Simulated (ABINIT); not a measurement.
# LiF (Griceite): G0W0 on several meshes in ABINIT, part 2 of 2

Aim: the GW shift of LiF (Griceite) against the k mesh.

ABINIT 10.8.3; PBE and many-body steps on it, plane waves. Known limits of the many-body steps: not at the basis limit.

So far. Step 4 (8×8×8): The gap on the mesh goes from 9.11 eV to 13.42 eV, a correction of +4.31 eV. Step 5 (Empty states on the mesh, 6×6×6 mesh, 134 bands): On this mesh the gap is 9.115 eV.

### Step 7. 6×6×6

This step: G0W0 on PBE, plane waves, norm-conserving pseudopotentials.

run.abi

```
acell 3*1.0 Angstrom
rprim 
  -0.000000000000 2.014000000000 2.014000000000
  2.014000000000 -0.000000000000 2.014000000000
  2.014000000000 2.014000000000 -0.000000000000
ntypat 2
znucl 3 9
natom 2
typat 1 2
xred 
  0.000000000000 0.000000000000 0.000000000000
  0.500000000000 0.500000000000 0.500000000000
pp_dirpath "pseudos"
pseudos "Li.upf, F.upf"
ecut 36
ngkpt 6 6 6
nshiftk 1
shiftk 0 0 0
kptopt 1
chksymbreak 0
istwfk *1
occopt 1
irdwfk 1
optdriver 4
nband 126
gwcalctyp 0
ecutsigx 36
symsigma 1
nkptgw 1
kptgw 
  0.0000000000 0.0000000000 0.0000000000
bdgw 
  3 9
ecuteps 10.4
irdscr 1
ppmodel 1
indata_prefix "in"
outdata_prefix "out"
tmpdata_prefix "tmp"
```

Command:

```
$ OMP_NUM_THREADS=1 mpirun -n 4 abinit run.abi > log
```

The log of the run:

```text
.Version 10.8.3 of ABINIT. v10.8.2 released Aug 2026.

 Symmetries : space group Fm -3 m (#225); Bravais cF (face-center cubic)
[... echo of the input left out ...]
== DATASET  1 ==================================================================
-   mpi_nproc: 4, omp_nthreads: 1 (-1 if OMP is not activated)

--- !DatasetInfo
iteration_state: {dtset: 1, }
dimensions: {natom: 2, nkpt: 16, mband: 126, nsppol: 1, nspinor: 1, nspden: 1, mpw: 1158, }
cutoff_energies: {ecut:  36.0, pawecutdg:  -1.0, }
electrons: {nelect:   1.00000000E+01, charge:   0.00000000E+00, occopt:   1.00000000E+00, tsmear:   1.00000000E-02, }

 SIGMA: Calculation of the GW corrections

 Based on a program developped by R.W. Godby, V. Olevano, G. Onida, and L. Reining.
 Incorporated in ABINIT by V. Olevano, G.-M. Rignanese, and M. Torrent.
.Using double precision arithmetic ; gwpc =  8

[... cell and pseudopotentials left out ...]
--------------------------------------------------------------------------------

 ==== K-mesh for the wavefunctions ====
 Number of points in the irreducible wedge :    16
[... list of points left out ...]
 Together with 48 symmetry operations and time-reversal symmetry
 yields   216 points in the full Brillouin Zone.

 ==== Q-mesh for screening function ====
 Number of points in the irreducible wedge :    16
[... list of points left out ...]
 Together with 48 symmetry operations and time-reversal symmetry
 yields   216 points in the full Brillouin Zone.

 vcoul_init : cutoff-mode = AUXILIARY_FUNCTION
 q-points for optical limit:   1
     1)      0.000010    0.000020    0.000030
 setmesh: FFT mesh size selected  =    30x   30x   30
          total number of points  =        27000

 Number of electrons calculated from density =   10.0000; Expected =   10.0000
[...]
number of q-points in BZ                          216
 number of frequencies for dSigma/dE                 9
 frequency step for dSigma/dE [eV]                0.25
 number of omega for Sigma on real axis              0
 max omega for Sigma on real axis  [eV]           0.00
 zcut for avoiding poles [eV]                     0.10

 EPSILON^-1 parameters (SCR file):
 dimension of the eps^-1 matrix on file            169
 dimension of the eps^-1 matrix used               169
 number of plane-waves for wavefunctions          1139
 number of bands                                   126
 number of q-points in IBZ                          16
 number of frequencies                               2
 number of real frequencies                          1
 number of imag frequencies                          1

 matrix elements of self-energy operator (all in [eV])

 Perturbative Calculation

--- !SelfEnergy_ee
iteration_state: {dtset: 1, }
kpoint     : [   0.000,    0.000,    0.000, ]
spin       : 1
KS_gap     :    9.115
QP_gap     :   13.423
Delta_QP_KS:    4.309
data: !SigmaeeData |
     Band     E0 <VxcDFT>   SigX SigC(E0)      Z dSigC/dE  Sig(E)    E-E0       E
        3  -0.974 -23.053 -30.724   4.363   0.827  -0.210 -25.788  -2.734  -3.708
        4  -0.974 -23.053 -30.724   4.363   0.827  -0.210 -25.788  -2.734  -3.708
        5  -0.974 -23.053 -30.724   4.363   0.827  -0.210 -25.788  -2.734  -3.708
        6   8.141 -11.451  -6.592  -3.092   0.891  -0.123  -9.876   1.574   9.715
        7  23.017 -10.011  -3.078  -4.140   0.882  -0.134  -7.548   2.463  25.480
        8  23.017 -10.011  -3.078  -4.140   0.882  -0.134  -7.548   2.463  25.480
        9  23.017 -10.011  -3.078  -4.140   0.882  -0.134  -7.548   2.463  25.480

== END DATASET(S) ==============================================================
================================================================================

 -outvars: echo values of variables after computation  --------
           etotal      0.0000000000E+00
            nband         126
             nkpt          16
          spgroup         225
 [... the other variables as echoed above ...]

 Calculation completed.
```

It took 9.9 s on 4 MPI ranks of Intel Xeon Platinum 8375C at 2.90GHz (Ice Lake), shared host; peak memory 0.88 GiB; 38 s of CPU time.

Numbers from this step:

```
G0W0 gap on the points computed              : 13.42 eV
starting gap on the mesh                     : 9.115 eV
k of the valence top                         : 0, 0, 0
k of the conduction bottom                   : 0, 0, 0
Z at the valence top                         : 0.827
Z at the conduction bottom                   : 0.891
least direct G0W0 gap on the computed points : 13.42 eV
```

Against G0W0 in ABINIT (8×8×8 mesh, 126 bands, screening to 283 eV, Godby-Needs plasmon pole), the gap moves by +0.001 eV.

### Step 8. Empty states on the mesh, 10×10×10 mesh, 134 bands

This step: DFT, PBE, plane waves, norm-conserving pseudopotentials.

Edit run.abi of step 7 so:

```diff
@@ -15,3 +15,3 @@
 ecut 36
-ngkpt 6 6 6
+ngkpt 10 10 10
 nshiftk 1
@@ -20,18 +20,10 @@
 chksymbreak 0
+irdden 1
 istwfk *1
+nband 134
+prtvol 0
+optdriver 6
+gwr_task "HDIAGO"
+paral_kgb 0
 occopt 1
-irdwfk 1
-optdriver 4
-nband 126
-gwcalctyp 0
-ecutsigx 36
-symsigma 1
-nkptgw 1
-kptgw 
-  0.0000000000 0.0000000000 0.0000000000
-bdgw 
-  3 9
-ecuteps 10.4
-irdscr 1
-ppmodel 1
 indata_prefix "in"
```

The log of the run:

```text
[banner, memory and clock lines left out]
.Version 10.8.3 of ABINIT. v10.8.2 released Aug 2026.

 Symmetries : space group Fm -3 m (#225); Bravais cF (face-center cubic)
[... echo of the input left out ...]
== DATASET  1 ==================================================================
-   mpi_nproc: 4, omp_nthreads: 1 (-1 if OMP is not activated)

--- !DatasetInfo
iteration_state: {dtset: 1, }
dimensions: {natom: 2, nkpt: 47, mband: 134, nsppol: 1, nspinor: 1, nspden: 1, mpw: 1158, }
cutoff_energies: {ecut:  36.0, pawecutdg:  -1.0, }
[...]
Integrated=    1.0000E+01

 === KS gaps after direct diagonalization ===
 Direct band gap semiconductor
 Fundamental gap:     9.115 (eV)
   VBM:    -0.974 (eV) at k: [ 0.0000E+00,  0.0000E+00,  0.0000E+00]
   CBM:     8.141 (eV) at k: [ 0.0000E+00,  0.0000E+00,  0.0000E+00]
 Direct gap:         9.115 (eV) at k: [ 0.0000E+00,  0.0000E+00,  0.0000E+00]

== END DATASET(S) ==============================================================

 -outvars: echo values of variables after computation  --------
           etotal      0.0000000000E+00
            nband         134
             nkpt          47
          spgroup         225
 [... the other variables as echoed above ...]

 Calculation completed.
```

Elapsed: 21 s, on 4 MPI ranks; peak memory 0.47 GiB; 81 s of CPU time.

Numbers from this step:

* gap: 9.115 eV
* k of the valence top: 0, 0, 0
* k of the conduction bottom: 0, 0, 0
* least direct gap: 9.115 eV
* k points computed: 47
* lowest point of the top converged band, above the valence top: 207.7964 eV

On this mesh the gap is 9.115 eV.

### Step 9. Screening, 10×10×10 mesh, 126 bands, screening to 283 eV

This step: RPA screening on PBE, plane waves, norm-conserving pseudopotentials.

Edit run.abi of step 8 so:

```diff
@@ -20,10 +20,11 @@
 chksymbreak 0
-irdden 1
 istwfk *1
-nband 134
-prtvol 0
-optdriver 6
-gwr_task "HDIAGO"
-paral_kgb 0
 occopt 1
+irdwfk 1
+optdriver 3
+nband 126
+ecuteps 10.4
+inclvkb 2
+awtr 1
+symchi 1
 indata_prefix "in"
```

The log of the run:

```text
.Version 10.8.3 of ABINIT. v10.8.2 released Aug 2026.

 Symmetries : space group Fm -3 m (#225); Bravais cF (face-center cubic)
[... echo of the input left out ...]
== DATASET  1 ==================================================================
-   mpi_nproc: 4, omp_nthreads: 1 (-1 if OMP is not activated)

--- !DatasetInfo
iteration_state: {dtset: 1, }
dimensions: {natom: 2, nkpt: 47, mband: 126, nsppol: 1, nspinor: 1, nspden: 1, mpw: 1158, }
cutoff_energies: {ecut:  36.0, pawecutdg:  -1.0, }
[...]
--------------------------------------------------------------------------------
[... chi0 elements left out ...]
 For q-point:  0.000010 0.000020 0.000030
  dielectric constant =   1.9654
  dielectric constant without local fields =   2.0786

  Average fulfillment of the sum rule on Im[epsilon] for q-point    1 :     86.30  [%]
[... wings left out ...]
  q-point number  2        q = ( 0.100000, 0.000000, 0.000000) [r.l.u.]
--------------------------------------------------------------------------------
[... chi0 elements left out ...]
  Average fulfillment of the sum rule on Im[epsilon] for q-point    2 :     97.30  [%]

 [... 45 further q-points ...]
```

The job ended after 23 min (4 MPI ranks; peak memory 2.3 GiB).

This step gave:

* ε∞ with local fields, on this mesh, along the program's q direction: 1.965
* the same without local fields: 2.079
* plasma frequency: 29.05 eV
* plane waves in the screening matrix: 169

### Step 10. 10×10×10

This step: G0W0 on PBE, plane waves, norm-conserving pseudopotentials.

Edit run.abi of step 9 so:

```diff
@@ -23,8 +23,15 @@
 irdwfk 1
-optdriver 3
+optdriver 4
 nband 126
+gwcalctyp 0
+ecutsigx 36
+symsigma 1
+nkptgw 1
+kptgw 
+  0.0000000000 0.0000000000 0.0000000000
+bdgw 
+  3 9
 ecuteps 10.4
-inclvkb 2
-awtr 1
-symchi 1
+irdscr 1
+ppmodel 1
 indata_prefix "in"
```

The log of the run:

```text
.Version 10.8.3 of ABINIT. v10.8.2 released Aug 2026.

 Symmetries : space group Fm -3 m (#225); Bravais cF (face-center cubic)
[... echo of the input left out ...]
== DATASET  1 ==================================================================
-   mpi_nproc: 4, omp_nthreads: 1 (-1 if OMP is not activated)

--- !DatasetInfo
iteration_state: {dtset: 1, }
dimensions: {natom: 2, nkpt: 47, mband: 126, nsppol: 1, nspinor: 1, nspden: 1, mpw: 1158, }
cutoff_energies: {ecut:  36.0, pawecutdg:  -1.0, }
[...]
7  23.017 -10.011  -3.079  -4.147   0.880  -0.137  -7.561   2.451  25.467
        8  23.017 -10.011  -3.079  -4.147   0.880  -0.137  -7.561   2.451  25.467
        9  23.017 -10.011  -3.079  -4.147   0.880  -0.137  -7.561   2.451  25.467

== END DATASET(S) ==============================================================
================================================================================

 -outvars: echo values of variables after computation  --------
           etotal      0.0000000000E+00
            nband         126
             nkpt          47
          spgroup         225
 [... the other variables as echoed above ...]

 Calculation completed.
```

It took 20 s on 4 MPI ranks; peak memory 2.1 GiB; 79 s of CPU time.

Numbers from this step:

| Property | Result |
| --- | --- |
| G0W0 gap on the points computed | 13.42 eV |
| starting gap on the mesh | 9.115 eV |
| k of the valence top | 0, 0, 0 |
| k of the conduction bottom | 0, 0, 0 |
| least direct G0W0 gap on the computed points | 13.42 eV |

Against G0W0 in ABINIT (8×8×8 mesh, 126 bands, screening to 283 eV, Godby-Needs plasmon pole), the gap moves by −0.001 eV.

### Step 11. Side by side

Times are wall times on 4 MPI ranks of Intel Xeon Platinum 8375C at 2.90GHz (Ice Lake), shared host. The host was busy with other work, so they are no guide to cost. A run's time includes the screening step that it read.

```csv
run,mesh,bands,screening cutoff (eV),DFT gap (eV),gap on the mesh (eV),direct (eV),ε∞ used,time
8×8×8,8×8×8,126,283,9.115,13.422,13.422,1.97,6 min
6×6×6,6×6×6,126,283,9.115,13.423,13.423,1.97,1.8 min
10×10×10,10×10×10,126,283,9.115,13.421,13.421,1.97,24 min
```

### Step 12. Outcome

* 8×8×8: 13.422 eV
* 6×6×6: 13.423 eV
* 10×10×10: 13.421 eV
* known limits: not at the basis limit

**Reading.** 6×6×6: no change against 8×8×8. 10×10×10: no change against 8×8×8. Bands and cutoff are finite, so the gap is not at the basis limit. The miss can reach some tenths of an eV and take either sign; the mesh is an error of its own. In the first G0W0 run levels were corrected at 1 k point alone, so a gap called «on the mesh» is the least over those, and an edge elsewhere would be missed.

[Paths, hosts, dates, memory and timing lines, banners, echoed tables and standing remarks are left out of the program output.]

[Logs are printed without paths, hosts, clocks, repeated set-up lines and the standing remarks that a program may print on its own settings, such as how far it seeks lower states.]

[Runs of the session that timed out or met a known fault of the program may be left out.]

[No measured gap is set beside runs whose start may be inverted or whose files or cutoffs have a known fault.]

[Hosts, paths, dates, database ids (printed as entryN), source tags and the programs' standing remarks are cut or masked in the printed files.]

[G0W0 gaps are taken among the corrected bands and points alone; a level outside them can change the order at an edge.]

[Where Ansatz stands beside ABINIT at settings called matched, ABINIT's density can come from a denser mesh and the files from another edition; pairs whose starting gaps differed by over 0.03 eV were left out, so agreement reads better than it is.]
